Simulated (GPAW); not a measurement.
# The basis that the transmission of benzene-1,4-diselenol between two Ag chains needs, part 2 of 2

Wanted: the zero-bias transmission of benzene-1,4-diselenol between two Ag chains on a ladder of levels, with run times.

GPAW 26.7.0; GPAW LCAO, PAW setups; Landauer transmission from Green's functions with principal layers (ASE), zero bias.

So far, transmission at the Fermi level (one spin): step 2 (double-zeta polarised basis, PBE, GPAW) 0.513; step 3 (basis szp(dzp), PBE, GPAW) 0.349; step 4 (basis sz(dzp), PBE, GPAW) 0.313; step 5 (LDA) 0.541.

### 8. Density threshold 1e-06: conv = 1e-06

The Hamiltonian is taken from the last density. The density threshold is one of the tests that end the cycle; the energy must settle too, so a loose value may not be the test that decides.

This step: GPAW LCAO, PAW setups; Landauer transmission from Green's functions with principal layers (ASE), zero bias (GPAW 26.7.0).

run.py

```python
import json
import numpy as np
from ase import Atoms
from ase.transport.calculators import TransportCalculator
from gpaw import GPAW, FermiDirac
from gpaw.lcao.tools import get_lcao_hamiltonian
from scipy.linalg import eigh

# The junction with lead layers at both ends, along the third cell vector
device = Atoms(
    ['Ag', 'Ag', 'Ag', 'Ag', 'Ag', 'Ag', 'Se', 'C', 'H', 'H', 'C', 'C', 'C', 'C', 'H', 'H', 'C', 'Se', 'Ag', 'Ag', 'Ag', 'Ag', 'Ag', 'Ag'],
    positions=[
        [5.40150, 5.07503, 1.33000],
        [5.40150, 5.07503, 3.99000],
        [5.40150, 5.07503, 6.65000],
        [5.40150, 5.07503, 9.31000],
        [5.40150, 5.07503, 11.97000],
        [5.40150, 5.07503, 14.63000],
        [5.40150, 3.25144, 16.46919],
        [5.40150, 3.25000, 18.38820],
        [3.25000, 3.25068, 18.55196],
        [7.55301, 3.25068, 18.55196],
        [4.18982, 3.25009, 19.08901],
        [6.61319, 3.25008, 19.08901],
        [4.18982, 3.25009, 20.48769],
        [6.61319, 3.25009, 20.48769],
        [3.25000, 3.25068, 21.02473],
        [7.55301, 3.25068, 21.02473],
        [5.40150, 3.25000, 21.18850],
        [5.40150, 3.25144, 23.10751],
        [5.40150, 5.07503, 24.94670],
        [5.40150, 5.07503, 27.60670],
        [5.40150, 5.07503, 30.26670],
        [5.40150, 5.07503, 32.92670],
        [5.40150, 5.07503, 35.58670],
        [5.40150, 5.07503, 38.24670]],
    cell=[[10.80301, 0.0, 0.0], [0.0, 10.15006, 0.0], [0.0, 0.0, 39.5767]],
    pbc=True)

# One principal layer of the lead: the first 4 atoms of the device
lead = Atoms(
    ['Ag', 'Ag', 'Ag', 'Ag'],
    positions=[
        [5.40150, 5.07503, 1.33000],
        [5.40150, 5.07503, 3.99000],
        [5.40150, 5.07503, 6.65000],
        [5.40150, 5.07503, 9.31000]],
    cell=[[10.80301, 0.0, 0.0], [0.0, 10.15006, 0.0], [0.0, 0.0, 10.64]],
    pbc=True)

settings = dict(mode='lcao', basis='dzp', xc='PBE', h=0.2,
                occupations=FermiDirac(0.1), maxiter=250,
                mixer=dict(beta=0.1, nmaxold=8, weight=100.0),
                convergence=dict(density=1e-06))
energies = np.arange(-2, 2 + 1e-9, 0.05)
eta = 0.0001
n1, n2 = 1, 1
# k and -k transmit alike, so half of the mesh across the current serves
mesh = [(i, j) for i in range(n1) for j in range(n2) if (i, j) <= (-i % n1, -j % n2)]
weights = np.array([1 if (i, j) == (-i % n1, -j % n2) else 2 for i, j in mesh]) / (n1 * n2)

# [... helper functions left out ...]
fermi_lead = ground_state(lead, (1, 1, 11), 'lead.txt')
fermi_device = ground_state(device, (1, 1, 2), 'device.txt')
# [... loop over the mesh left out, but for ...]
        # Shift the lead onto the potential of the device's first layer
        shift = ((H[:, 0, 0] - H0[:, 0, 0]) / S0[0, 0]).real.mean()
# [...]
kT = 8.617333e-5 * 300
bias = [0.1, 0.2, 0.5, 1.0, 1.5, 2.0]
# [... integrals and printing left out ...]
```

Launch:

```
> OMP_NUM_THREADS=1 OPENBLAS_NUM_THREADS=1 python run.py
```

Log:

```text
basis functions: device 448, principal layer 108
Fermi level: lead -4.0294 eV, device -4.0056 eV; lead shifted by 0.0048 eV
largest coupling past the next layer 3.56e-05 eV, largest misfit of the first layer 0.083 eV
  E-E_F (eV)   T (one spin)  channels
    -2.000    7.2553e-02    3.0000
    -1.950    5.8763e-02    3.0000
    -1.900    4.6289e-02    3.0000
    -1.850    3.3738e-02    3.0000
    -1.800    1.8785e-02    3.0000
    -1.750    1.7891e-04    1.0000
    -1.700    3.5163e-04    1.0000
    -1.650    2.7081e-04    1.0000
    -1.600    2.2854e-05    1.0000
    -1.550    2.6769e-14    0.0000
    -1.500    1.5522e-13    0.0000
    -1.450    2.0643e-13    0.0000
    -1.400    2.2315e-13    0.0000
    -1.350    2.2955e-13    0.0000
    -1.300    2.3029e-13    0.0000
    -1.250    2.2382e-13    0.0000
[...]
1.650    1.6554e-02    1.0000
     1.700    1.6326e-02    1.0000
     1.750    1.6153e-02    1.0000
     1.800    1.6029e-02    1.0000
     1.850    1.5961e-02    1.0000
     1.900    1.5944e-02    1.0000
     1.950    1.5978e-02    1.0000
     2.000    1.6063e-02    1.0000
conductance at 300 K: 0.51719 G0 a cell; thermopower 27.25 uV/K
current from the zero-bias T(E) at 0.1 V: 4.0196 uA
current from the zero-bias T(E) at 0.2 V: 8.1091 uA
current from the zero-bias T(E) at 0.5 V: 21.069 uA
current from the zero-bias T(E) at 1.0 V: 40.367 uA
current from the zero-bias T(E) at 1.5 V: 50.554 uA
current from the zero-bias T(E) at 2.0 V: 58.617 uA
```

It took 2.8 min on 1 thread of Arm Neoverse V1, shared host; peak memory 1.9 GiB.

Numbers from this step:

```
conductance                                    : 0.5172 G₀
thermopower                                    : 27.25 μV/K
largest coupling past the next principal layer : 3.56e-5 eV
largest misfit of the first principal layer    : 0.08298 eV
shift that aligns the lead                     : 0.004793 eV
transmission at the Fermi level (one spin)     : 0.5134
```

One spin. Transmission, zone mean against energy, zero at the Fermi level:

```tsv
energy (eV)	transmission, zone mean
-2.000	0.0726
-1.800	0.0188
-1.600	2.3e-5
-1.400	0
-1.200	0
-1.000	0.854
-0.800	0.321
-0.600	0.476
-0.400	0.885
-0.300	0.997
-0.200	0.920
0.000	0.513
0.200	0.223
0.400	0.104
0.600	0.0574
0.800	0.0373
1.000	0.0274
1.200	0.0218
1.400	0.0186
1.600	0.0168
1.800	0.0160
2.000	0.0161
```

Crossings of the lead's bands, unfolded to its shortest repeat. Table of open channels, zone mean by energy, zero at the Fermi level:

```tsv
energy (eV)	open channels, zone mean
-2.00	3
-1.90	3
-1.80	3
-1.70	1
-1.55	0
-1.45	0
-1.35	0
-1.25	0
-1.15	0
-1.05	1
-0.90	1
-0.80	1
-0.70	1
-0.60	1
-0.50	1
-0.40	1
-0.25	1
-0.15	1
-0.05	1
0.00	1
0.05	1
0.15	1
0.25	1
0.40	1
0.50	1
0.60	1
0.70	1
0.80	1
0.90	1
1.05	1
1.15	1
1.25	1
1.35	1
1.45	1
1.55	1
1.70	1
1.80	1
1.90	1
2.00	1
```

Not self-consistent under bias; the bias window is split evenly. Current through one cell, from the zero-bias transmission against bias:

```tsv
bias (V)	current through one cell, from the zero-bias transmission (μA)
0.100	4.02
0.200	8.11
0.500	21.1
1.000	40.4
1.500	50.6
2.000	58.6
```

Table of transmission of the three most open eigenchannels by energy, zero at the Fermi level:

```tsv
energy (eV)	channel 1	channel 2	channel 3
-2.00	0.0421	0.0305	2.7e-5
-1.90	0.0260	0.0203	2.3e-5
-1.80	0.00959	0.00919	6.7e-6
-1.70	3.5e-4	7.9e-12	0
-1.55	0	0	0
-1.45	0	0	0
-1.35	0	0	0
-1.25	0	0	0
-1.15	0	0	0
-1.05	0.185	8.2e-10	0
-0.90	0.336	0	0
-0.80	0.321	0	0
-0.70	0.368	0	0
-0.60	0.476	0	0
-0.50	0.663	0	0
-0.40	0.885	0	0
-0.25	0.980	0	0
-0.15	0.831	0	0
-0.05	0.617	0	0
0.00	0.513	0	0
0.05	0.420	0	0
0.15	0.276	0	0
0.25	0.182	0	0
0.40	0.104	0	0
0.50	0.0755	0	0
0.60	0.0574	0	0
0.70	0.0455	0	0
0.80	0.0373	0	0
0.90	0.0316	0	0
1.05	0.0257	0	0
1.15	0.0230	0	0
1.25	0.0209	0	0
1.35	0.0193	0	0
1.45	0.0181	0	0
1.55	0.0172	0	0
1.70	0.0163	0	0
1.80	0.0160	0	0
1.90	0.0159	0	0
2.00	0.0161	0	0
```

The conductance equals that of the dzp run to 0.2 %.

### 9. Smearing 0.01: width = 0.01

Smearing helps the SCF of a metal converge, but it blurs occupations at band edges near the Fermi level.

Edit run.py of step 8 so:

```diff
@@ -51,5 +51,5 @@
 settings = dict(mode='lcao', basis='dzp', xc='PBE', h=0.2,
-                occupations=FermiDirac(0.1), maxiter=250,
+                occupations=FermiDirac(0.01), maxiter=250,
                 mixer=dict(beta=0.1, nmaxold=8, weight=100.0),
-                convergence=dict(density=1e-06))
+                convergence=dict(density=0.0001))
 energies = np.arange(-2, 2 + 1e-9, 0.05)
```

Log:

```text
basis functions: device 448, principal layer 108
Fermi level: lead -4.0404 eV, device -4.0375 eV; lead shifted by -0.0147 eV
largest coupling past the next layer 3.56e-05 eV, largest misfit of the first layer 0.059 eV
  E-E_F (eV)   T (one spin)  channels
    -2.000    1.2386e-01    3.0000
    -1.950    9.9661e-02    3.0000
    -1.900    7.8555e-02    3.0000
    -1.850    5.7381e-02    3.0000
    -1.800    2.9229e-02    3.0000
    -1.750    2.2224e-04    1.0000
    -1.700    4.7281e-04    1.0000
    -1.650    3.5293e-04    1.0000
    -1.600    3.7806e-10    0.0000
    -1.550    1.0244e-14    0.0000
    -1.500    1.5594e-13    0.0000
    -1.450    2.0073e-13    0.0000
    -1.400    2.1563e-13    0.0000
    -1.350    2.2159e-13    0.0000
    -1.300    2.2280e-13    0.0000
    -1.250    2.1764e-13    0.0000
[...]
1.650    1.6929e-02    1.0000
     1.700    1.6529e-02    1.0000
     1.750    1.6211e-02    1.0000
     1.800    1.5957e-02    1.0000
     1.850    1.5778e-02    1.0000
     1.900    1.5663e-02    1.0000
     1.950    1.5609e-02    1.0000
     2.000    1.5615e-02    1.0000
conductance at 300 K: 0.82951 G0 a cell; thermopower 17.94 uV/K
current from the zero-bias T(E) at 0.1 V: 6.3909 uA
current from the zero-bias T(E) at 0.2 V: 12.577 uA
current from the zero-bias T(E) at 0.5 V: 28.667 uA
current from the zero-bias T(E) at 1.0 V: 45.863 uA
current from the zero-bias T(E) at 1.5 V: 55.559 uA
current from the zero-bias T(E) at 2.0 V: 66.132 uA
```

Elapsed: 2.5 min, on 1 thread; peak memory 1.9 GiB.

Numbers from this step:

```yaml
conductance: 0.8295 G₀
thermopower: 17.94 μV/K
largest_misfit_of_the_first_principal_layer: 0.05881 eV
shift_that_aligns_the_lead: -0.01473 eV
transmission_at_the_fermi_level_one_spin: 0.8465
```

One spin. The transmission, zone mean by energy, zero at the Fermi level:

```tsv
energy (eV)	transmission, zone mean
-2.00	0.124
-1.90	0.0786
-1.80	0.0292
-1.70	4.7e-4
-1.55	0
-1.45	0
-1.35	0
-1.25	0
-1.15	0
-1.05	0.00392
-0.90	0.922
-0.80	0.550
-0.70	0.392
-0.60	0.400
-0.50	0.503
-0.40	0.676
-0.25	0.924
-0.15	0.996
-0.05	0.939
0.00	0.846
0.05	0.722
0.15	0.461
0.25	0.277
0.40	0.139
0.50	0.0968
0.60	0.0719
0.70	0.0563
0.80	0.0459
0.90	0.0385
1.05	0.0307
1.15	0.0268
1.25	0.0238
1.35	0.0213
1.45	0.0194
1.55	0.0180
1.70	0.0165
1.80	0.0160
1.90	0.0157
2.00	0.0156
```

Crossings of the lead's bands, unfolded to its shortest repeat. Table of open channels, zone mean by energy, zero at the Fermi level:

```tsv
energy (eV)	open channels, zone mean
-2.000	3
-1.800	3
-1.600	0
-1.400	0
-1.200	0
-1.000	1
-0.800	1
-0.600	1
-0.400	1
-0.200	1
0.000	1
0.200	1
0.400	1
0.600	1
0.800	1
1.000	1
1.200	1
1.400	1
1.600	1
1.800	1
2.000	1
```

Not self-consistent under bias; the bias window is split evenly. Current through one cell, from the zero-bias transmission against bias:

```tsv
bias (V)	current through one cell, from the zero-bias transmission (μA)
0.100	6.39
0.200	12.6
0.500	28.7
1.000	45.9
1.500	55.6
2.000	66.1
```

The transmission of the three most open eigenchannels by energy, zero at the Fermi level:

```tsv
energy (eV)	channel 1	channel 2	channel 3
-2.00	0.0648	0.0591	2.3e-5
-1.85	0.0332	0.0242	1.5e-5
-1.70	4.7e-4	6.5e-12	0
-1.60	3.8e-10	0	0
-1.45	0	0	0
-1.30	0	0	0
-1.15	0	0	0
-1.05	0.00392	2.7e-11	0
-0.90	0.922	0	0
-0.75	0.438	0	0
-0.60	0.400	0	0
-0.50	0.503	0	0
-0.35	0.770	0	0
-0.20	0.972	0	0
-0.05	0.939	0	0
0.00	0.846	0	0
0.05	0.722	0	0
0.20	0.357	0	0
0.35	0.172	0	0
0.50	0.0968	0	0
0.60	0.0719	0	0
0.75	0.0506	0	0
0.90	0.0385	0	0
1.05	0.0307	0	0
1.15	0.0268	0	0
1.30	0.0225	0	0
1.45	0.0194	0	0
1.60	0.0174	0	0
1.70	0.0165	0	0
1.85	0.0158	0	0
2.00	0.0156	0	0
```

The conductance, 0.830 G₀, lies 60 % above that of the dzp run.

### 10. What came out

```
conductance                                        : 0.517 G₀
transmission at the Fermi level, mean of the spins : 0.513
thermopower                                        : 27.3 μV/K
open channels of the lead there                    : 1
```

What this shows: In the dzp basis the junction conducts 0.517 G₀ at 300 K, with T = 0.513 a spin at the Fermi level; no smaller basis tried comes within 10 % of that conductance. The scatterer reflects about 49 % of the incoming channels at the Fermi level. At the Fermi level one eigenchannel carries the current (0.51). The positive thermopower says that the thermally weighted transmission is larger below the Fermi level, as for hole-like transport. Measured against the first run (dzp), the nearest curve is that of dzp-LDA (r.m.s. 0.029) and the farthest that of sz (0.098). Over the compared runs wall time goes from 62 s (sz) to 132 s (dzp), on a shared host. A change of numerical settings alone (smearing 0.01) gives 0.830 G₀, so the conductance is not converged in them and the ranking of the bases holds for these settings only. The geometry was built from estimated bond lengths and not relaxed, so the numbers describe this model structure. Semilocal functionals put molecular levels too near the Fermi level, so such conductances usually come out too high, and chain electrodes have a sharper density of states than real ones. An evenly spaced straight chain is an idealisation: free chains tend to dimerise, zigzag or, where a band edge lies near the Fermi level, turn magnetic. The currents use the zero-bias T(E) throughout, which holds only while the bias is small against the distance to the nearest feature. The energy step is wider than the thermal energy, so the conductance and thermopower rest on interpolation of T(E).

[Logs are printed without paths, hosts, clocks, repeated set-up lines and the standing remarks that a program may print on its own settings, such as how far it seeks lower states.]

[Hosts, paths, dates, database ids (printed as entryN), source tags and the programs' standing remarks are cut or masked in the printed files.]
